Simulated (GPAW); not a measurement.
# TiO2 (Rutile): optical spectrum from first principles

Wanted: where TiO2 (Rutile) starts to absorb, how strongly, and its refractive index.

Calculated with GPAW 26.7.0; DFT, PBE, plane-wave PAW (GPAW data sets), scalar-relativistic, RPA, optical limit.

Report form: the programs' logs are mostly left out.

**1. Set-up**

It takes space group P4_2/mnm (No. 136, tetragonal). The conventional cell has a = 4.592 Å, b = 4.592 Å, c = 2.957 Å, α = 90.00°, β = 90.00°, γ = 90.00°. Nearest to Ti lie 6 O at 1.95 to 1.98 Å. Nearest to O lie 3 Ti at 1.95 to 1.98 Å. Farther neighbours and most contacts between anions are not listed.

**2. Ground state**

The self-consistent density comes first; it also tells whether there is a gap, which decides the occupations and the need for a Drude term.

This step: DFT, PBE, plane-wave PAW (GPAW data sets), scalar-relativistic, ground state (GPAW 26.7.0).

gs.py reads:

```python
from ase import Atoms
from ase.dft.bandgap import bandgap
from gpaw import GPAW, PW, FermiDirac

atoms = Atoms(['Ti', 'Ti', 'O', 'O', 'O', 'O'],
              cell=[[4.592200000000, 0.000000000000, 0.000000000000],
                    [0.000000000000, 4.592200000000, 0.000000000000],
                    [0.000000000000, 0.000000000000, 2.957400000000]],
              scaled_positions=[[0.500000000000, 0.500000000000, 0.500000000000],
                                [0.000000000000, 0.000000000000, 0.000000000000],
                                [0.804960000000, 0.195040000000, 0.500000000000],
                                [0.695040000000, 0.695040000000, 0.000000000000],
                                [0.195040000000, 0.804960000000, 0.500000000000],
                                [0.304960000000, 0.304960000000, 0.000000000000]],
              pbc=[True, True, True])
atoms.calc = GPAW(mode=PW(450), xc='PBE', kpts={'size': (5, 5, 8), 'gamma': True},
                  occupations=FermiDirac(0.05), maxiter=150, txt='gs.txt')
print('energy (eV)', atoms.get_potential_energy())
print('Fermi level (eV)', atoms.calc.get_fermi_level())
print('valence electrons', atoms.calc.get_number_of_electrons())
print('gap (eV)', bandgap(atoms.calc, output=None)[0])
print('direct gap (eV)', bandgap(atoms.calc, direct=True, output=None)[0])
atoms.calc.write('gs.gpw')
```

On the command line:

```sh
> OMP_NUM_THREADS=1 python gs.py
```

Run time: 42 s. Hardware: 1 thread of Arm Neoverse V2, shared host; peak memory 0.18 GiB.

Numbers from this step:

- energy: -48.47 eV
- Fermi energy: 6.612 eV
- gap on the k-mesh: 1.879 eV
- direct gap on the mesh: 1.879 eV
- electrons: 48

There is a gap, 1.88 eV on this mesh (points off the mesh can give less), so no carriers' term is needed.

**3. Bands for the response**

At the fixed density, many empty bands are solved on the mesh of the response, since the spectrum sums over them.

This step: DFT, PBE, plane-wave PAW (GPAW data sets), scalar-relativistic, bands at fixed density (GPAW 26.7.0).

nscf.py reads:

```python
from ase.dft.bandgap import bandgap
from gpaw import GPAW, FermiDirac

calc = GPAW('gs.gpw').fixed_density(kpts={'size': (6, 6, 10), 'gamma': True}, nbands=53, convergence={'bands': 47},
                                    occupations=FermiDirac(0.001), txt='nscf.txt')
print('gap (eV)', bandgap(calc, output=None)[0])
print('direct gap (eV)', bandgap(calc, direct=True, output=None)[0])
print('top band over the Fermi level (eV)', min(calc.get_eigenvalues(kpt=k)[46] for k in range(len(calc.get_ibz_k_points()))) - calc.get_fermi_level())
calc.write('full.gpw', mode='all')
```

On the command line:

```sh
> OMP_NUM_THREADS=1 python nscf.py
```

It took 85 s on 1 thread; peak memory 0.27 GiB.

**4. Dielectric function, RPA**

Local fields let the induced charge screen the field inside the cell, which as a rule lowers ε, most along directions where the density is uneven.

This step: DFT, PBE, plane-wave PAW (GPAW data sets), scalar-relativistic, RPA, optical limit (GPAW 26.7.0).

df.py reads:

```python
from gpaw.response.df import DielectricFunction

df = DielectricFunction('full.gpw', frequencies={'type': 'nonlinear', 'domega0': 0.03, 'omega2': 8},
                        ecut=30,
                        eta=0.2,
                        nbands=47,
                        txt='df.txt')
for direction in ['x', 'z']:
    df.get_dielectric_function(xc='RPA', direction=direction, filename=f'df_{direction}.csv')
```

On the command line:

```sh
> OMP_NUM_THREADS=1 python df.py
```

Elapsed: 17 s, on 1 thread; peak memory 0.24 GiB.

Numbers from this step:

* electronic dielectric constant ε∞, mean over x, y and z (by symmetry where fewer were run): 6.995

Some rows of df_x.csv (energy; Re and Im without local fields; Re and Im with them):

```text
0.000000, 6.675765, -0.000000, 6.558224, -0.000000
0.555532, 6.765361, 0.067031, 6.644809, 0.064747
1.143969, 7.088942, 0.164561, 6.957082, 0.158587
1.768324, 7.860662, 0.382386, 7.699165, 0.366422
2.431988, 9.843393, 1.460328, 9.598238, 1.381492
3.138794, 8.463291, 7.027068, 8.313027, 6.669540
3.893091, 4.890137, 7.534852, 5.164425, 7.374258
4.699832, 1.583071, 6.345762, 1.724743, 6.505532
5.564682, 1.797633, 3.627475, 1.639250, 3.807274
6.494155, 2.867480, 4.006047, 2.616908, 3.814561
7.495775, 1.076957, 5.890969, 1.230225, 5.555451
8.578281, -1.365990, 3.133447, -1.153689, 3.361848
9.751884, -0.185154, 1.588010, -0.179318, 1.839063
11.028587, 0.504633, 1.108017, 0.349211, 1.249547
12.422601, 1.041780, 1.249038, 0.845678, 1.163154
13.950874, 0.619518, 1.218325, 0.599464, 1.049744
15.633783, 0.884476, 1.063490, 0.879486, 1.005085
17.496047, 1.161295, 1.206427, 1.151439, 1.136885
19.567954, 0.967842, 1.647354, 0.941843, 1.535924
```

Sum at mesh points, not converged in k; values under the direct gap are tails of Lorentzian lines. The Im ε by photon energy; read off at these points:

```tsv
photon energy (eV)	E ∥ x	E ∥ z
0.00	0	0
0.50	0.0577	0.0735
1.00	0.131	0.167
1.50	0.252	0.323
2.00	0.541	0.692
2.50	1.68	2.48
3.00	6.42	7.67
3.50	7.24	9.31
3.81	7.18	10.2
4.00	7.42	9.80
4.50	7.15	6.99
5.00	5.26	5.11
5.50	3.87	4.11
6.00	3.45	4.91
6.50	3.82	5.14
7.00	5.13	6.69
7.44	5.45	10.6
7.50	5.56	10.6
8.00	4.92	7.57
8.50	3.54	5.45
9.00	2.14	3.75
9.50	1.89	2.77
10.00	1.64	1.75
10.50	1.40	1.20
11.00	1.26	0.909
11.50	1.24	0.678
12.00	1.22	0.595
12.50	1.19	0.733
13.00	1.58	0.826
13.50	1.38	0.742
14.00	1.04	0.877
14.50	0.942	0.972
15.00	1.13	1.34
15.50	1.04	1.29
16.00	0.954	1.35
16.50	1.15	1.36
17.00	1.15	1.61
17.50	1.14	1.73
18.00	1.27	1.69
18.50	1.44	1.41
19.00	1.53	1.66
19.50	1.52	1.61
```

The reflectivity at normal incidence has structure finer than the step of the table below, so its rows give means over 1 eV, whole bins alone (the curve runs from 0 to 19.9 eV). Peaks (eV: height): E ∥ x 2.9: 31.7, 8.8: 35.9, 13.3: 11.5; E ∥ z 3.9: 36.7, 9.6: 52.7.

Sum at mesh points, not converged in k. Reflectivity at normal incidence against photon energy; means over each step:

```tsv
photon energy (eV)	E ∥ x (%)	E ∥ z (%)
1	20.1	23.5
2	23.6	27.3
3	30.4	34.1
4	30.3	35.0
5	27.0	24.9
6	18.8	23.3
7	24.0	30.7
8	32.5	44.6
9	30.7	48.1
10	20.1	51.7
11	11.8	43.0
12	7.98	18.3
13	9.23	6.35
14	7.71	4.19
15	5.57	6.44
16	4.86	7.38
17	5.53	9.23
18	6.24	11.9
19	8.56	11.5
```

Sum at mesh points, not converged in k; values under the direct gap are tails of Lorentzian lines. Im ε, E ∥ x against photon energy; read off at these points:

```tsv
photon energy (eV)	without local fields	with local fields
0.00	0	0
0.50	0.0598	0.0577
1.00	0.136	0.131
1.50	0.262	0.252
2.00	0.567	0.541
2.50	1.78	1.68
3.00	6.74	6.42
3.50	7.65	7.24
4.00	7.51	7.42
4.50	7.04	7.15
5.00	5.07	5.26
5.50	3.67	3.87
6.00	3.36	3.45
6.50	4.01	3.82
7.00	5.44	5.13
7.50	5.89	5.56
8.00	5.09	4.92
8.50	3.31	3.54
9.00	1.97	2.14
9.50	1.71	1.89
10.00	1.42	1.64
10.50	1.29	1.40
11.00	1.11	1.26
11.50	1.13	1.24
12.00	1.28	1.22
12.50	1.28	1.19
13.00	1.75	1.58
13.08	1.79	1.64
13.50	1.54	1.38
14.00	1.20	1.04
14.50	1.05	0.942
15.00	1.22	1.13
15.50	1.10	1.04
16.00	1.02	0.954
16.50	1.20	1.15
17.00	1.21	1.15
17.50	1.21	1.14
18.00	1.36	1.27
18.50	1.56	1.44
19.00	1.62	1.53
19.50	1.62	1.52
```

Sum at mesh points, not converged in k; values under the direct gap are tails of Lorentzian lines. The loss function −Im 1/ε at q → 0 by energy loss; read off at these points:

```tsv
energy loss (eV)	E ∥ x	E ∥ z
0.00	0	0
0.50	0.00131	0.00116
1.00	0.00279	0.00246
1.50	0.00471	0.00414
2.00	0.00806	0.00695
2.50	0.0166	0.0160
3.00	0.0490	0.0427
3.50	0.0765	0.0595
4.00	0.0980	0.0890
4.50	0.122	0.131
5.00	0.181	0.172
5.50	0.221	0.139
5.66	0.223	0.127
6.00	0.204	0.132
6.50	0.178	0.119
7.00	0.157	0.100
7.50	0.172	0.0933
8.00	0.202	0.124
8.50	0.258	0.146
9.00	0.404	0.178
9.50	0.516	0.189
10.00	0.605	0.251
10.50	0.709	0.382
11.00	0.742	0.562
11.18	0.751	0.688
11.50	0.643	1.08
12.00	0.620	1.67
12.50	0.538	1.00
13.00	0.471	0.861
13.50	0.652	0.679
13.77	0.740	0.600
14.00	0.707	0.544
14.50	0.606	0.455
15.00	0.546	0.441
15.50	0.567	0.508
16.00	0.477	0.468
16.50	0.461	0.489
17.00	0.469	0.434
17.50	0.434	0.492
18.00	0.423	0.540
18.50	0.410	0.613
19.00	0.452	0.525
19.50	0.478	0.572
```

From ε follow the optical constants at some laser and lamp lines:

```tsv
wavelength (nm)	n x	k x	R (%) x	1/α x	n z	k z	R (%) z	1/α z
1550	2.60	0.019	19.7	6.5 µm	2.85	0.022	23.0	5.6 µm
1064	2.64	0.031	20.3	2.7 µm	2.90	0.036	23.7	2.4 µm
800	2.72	0.050	21.3	1.3 µm	2.98	0.058	24.8	1.1 µm
633	2.84	0.088	23.0	571 nm	3.14	0.102	26.7	492 nm
405	3.16	1.046	31.3	31 nm	3.43	1.135	34.4	28 nm
365	2.93	1.213	30.7	24 nm	3.28	1.350	34.8	22 nm
248	1.82	1.449	27.6	14 nm	1.92	1.334	25.5	15 nm
```

Below the direct gap, k and the depth come from the tails of the Lorentzian lines, not from transitions.

Rows near the edge hang on the gap, which this functional as a rule makes too small, and phonon-assisted absorption is left out.

**5. Results**

```
electronic dielectric constant ε∞, mean over x, y and z (by symmetry where fewer were run) (RPA) : 6.99
```

At this level (PBE, RPA) TiO2 has a mean ε∞ = 6.99 and n = 2.60 at 1550 nm (E ∥ x). On the mesh the gap is 1.88 eV and the least direct gap 1.88 eV. Local fields change the static value along x from 6.68 to 6.56 (-2 %). The static values by axis are 6.56 (x), 7.87 (z). Excitons and phonon-assisted transitions are missing; PBE gaps are as a rule too small, which pulls the onset down and ε∞ up. In this version of GPAW the matrix elements of the optical limit are incomplete, which can lower ε − 1 by up to a tenth where first-row anions or d states rule, and shift it by more in d metals. The sum runs over mesh points 0.23 Å⁻¹ apart with no interpolation, so peaks are partly noise of the mesh and static values carry its error.

[Machine, clock and banner lines and Python warnings are left out of the logs.]

[Logs are printed without paths, hosts, clocks, repeated set-up lines and the standing remarks that a program may print on its own settings, such as how far it seeks lower states.]

[Hosts, paths, dates, database ids (printed as entryN), source tags and the programs' standing remarks are cut or masked in the printed files.]
